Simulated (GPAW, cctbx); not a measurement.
## SrLi2PbS4: what bonding does to one electron reflection, worked out

SrLi2PbS4, I-42m (no. 121), a = 6.7684 Å, b = 6.7684 Å, c = 8.1956 Å, α = 90.00°, β = 90.00°, γ = 90.00°.

| atom | mult. | x | y | z |
| --- | --- | --- | --- | --- |
| Pb1 | 2 | 0 | 0 | 0 |
| Sr1 | 2 | 0 | 0 | 1/2 |
| S1 | 8 | 0.2856 | 0.2856 | 0.6772 |
| Li1 | 4 | 0 | 1/2 | 3/4 |

The cell comes from substitution in a known structure type and wasn't matched to any measured phase.

A DFT run (GPAW, PBE, 550 eV, 4×4×4 k-points, Fermi–Dirac width 0.05 eV) gives the static X-ray structure factor of 002 as 142.818 e for the conventional cell; superposed free atoms give 144.606 e. **Problem.** Find the Fourier component V of the crystal potential and the two-beam extinction distance at 80 kV in both cases.

## Step 1: Geometry

The cell volume is Ω = 375.44 Å³ and d(002) = 4.0978 Å, so g = 1/d = 0.2440 Å⁻¹.

## Step 2: The nuclei

Electrons feel nuclei as well as electrons, so the nuclear charges are summed with the same phases.

Phase sums Σ exp(2πi h·x), turned so that the total is real and positive: Pb +2.000, Sr +2.000, S -4.881, Li -4.000. Then F_Z = 82 × (+2.000) + 38 × (+2.000) + 16 × (-4.881) + 3 × (-4.000) = 149.91 e. The electron term has the same sign for this reflection.

## Step 3: Mott–Bethe

Poisson's equation, term by term, gives V = (e/4πε₀)(F_Z − F)/(πΩg²), with e/4πε₀ = 14.3996 V Å.

The prefactor is 14.3996 × 4.0978²/(π × 375.44) = 0.20500 V per electron. Free atoms: (149.91 − 144.606) × 0.20500 = 1.087 V. Crystal: (149.91 − 142.818) × 0.20500 = 1.453 V. F changes by -1.24 % and V by +33.7 %: the same 1.79 e is measured against F_Z − F = 5.3 e in place of F = 144.6 e.

## Step 4: Extinction distance

In the two-beam case ξ = 1/(λU) with U = 2γm₀eV/h², that is ξ = 150.41 V Å²/(γλV).

At 80 kV, λ = 0.04176 Å and γ = 1.1566. Free atoms: ξ = 2866 Å. Crystal: ξ = 2143 Å. The thickness fringes go as sin²(πt/ξ), so the two patterns slip by a quarter of a period when t|1/ξ₁ − 1/ξ₀| = 1/4, at t ≈ 212 nm. Thermal motion, absorption and many-beam coupling, left out here, change a real pattern.

## Step 5: Answer

V(002) is 1.45 V against 1.09 V, and ξ is 2143 against 2866 Å. Limits: static atoms, two beams.
